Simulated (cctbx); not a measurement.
# Lattice, Laue class and space group of a new crystal

Cell: a = 20.0570 Å, b = 3.8360 Å, c = 10.4340 Å, α = 90.00°, β = 90.00°, γ = 90.00°. Expected content of the cell: Te8 Sc24 Be4.

The data are simulated with cctbx, not measured: Cu Kα, λ = 1.54184 Å, to d = 0.83 Å, 50 % of the full sphere, strongest reflection 40000 counts, noise from counting, a 4 % proportional error and a noise floor of 4 counts (s.d.); no absorption.

A first pass over the reflections prints:

```text
2957 reflections to d = 0.830 A
centring   violations  <I/sigma> of those
    A       1215 of  1436     14.7
    B       1244 of  1467     14.6
    C       1279 of  1515     14.2
    I       1267 of  1480     14.6
    R       1695 of  1980     14.8
    F       1869 of  2209     14.5
Laue class    unique    Rint  (classes that these axes allow; Friedel mates merged)
P -1             2207   0.027
P 1 2/m 1        1524   0.028
P 1 1 2/m        1418   0.029
P 2/m 1 1        1422   0.028
P m m m           898   0.031
space group    extra absences  I>4sigma  <I/sigma>
P 2 2 2                 0          0         -  acentric
P 2 2 21                4          0       0.0  acentric
P 21 2 2               11          0      -0.1  acentric
P 2 21 2                1          0      -1.2  acentric
P 21 21 2              12          0      -0.2  acentric
P 2 21 21               5          0      -0.2  acentric
P 21 2 21              15          0      -0.1  acentric
P 21 21 21             16          0      -0.1  acentric
P m m 2                 0          0         -  acentric
P 2 m m                 0          0         -  acentric
P m 2 m                 0          0         -  acentric
P 21 m a               86          0       0.2  acentric
P m 2 a                86          0       0.2  acentric
P n m 21               45          0      -0.0  acentric
P n 21 m               45          0      -0.0  acentric
P n 21 a              131          0       0.1  acentric
P m m m                 0          0         -  centric
P m m a                86          0       0.2  centric
P n m m :1             45          0      -0.0  centric
P n m m :2             45          0      -0.0  centric
P n m a               131          0       0.1  centric
Wilson B = 0.51 A^2   <|E^2-1|> = 0.924 (0.968 centric, 0.736 acentric)   E^2>4: 3.6 %
shell (A)         n   <I/sigma>
20.06 - 1.66    133     25.0
 1.66 - 1.32    109     25.2
 1.32 - 1.15    114     25.8
 1.15 - 1.05    109     23.2
 1.05 - 0.97     96     23.8
 0.97 - 0.91    114     21.1
 0.91 - 0.87    113     24.8
 0.87 - 0.83    110     19.4
```

**Question.** What are the lattice type, the Laue class and the likely space group?

Every centring test has many violations, so the lattice is primitive.

Rint stays low (0.027 to 0.031) up to P m m m, the highest class in these axes.

21 settings pass the absence test. The most absences obeyed, 131, belong to P n 21 a and P n m a, which absences can't tell apart.

⟨|E²−1|⟩ = 0.924 leans to a centrosymmetric structure. The Wilson B of 0.51 Å² means U ≈ 0.0065 Å².

The true group is Pnma (no. 62), Laue class mmm, centrosymmetric. The tables only narrow the choice to the tied entries; cell content, site symmetry and trial solutions must settle it.

The model was made for the exercise: a known structure type with other elements put in, its volume estimated, not relaxed; displacement parameters are assumed.

[Logs are printed without paths, hosts, clocks, repeated set-up lines and the standing remarks that a program may print on its own settings, such as how far it seeks lower states.]
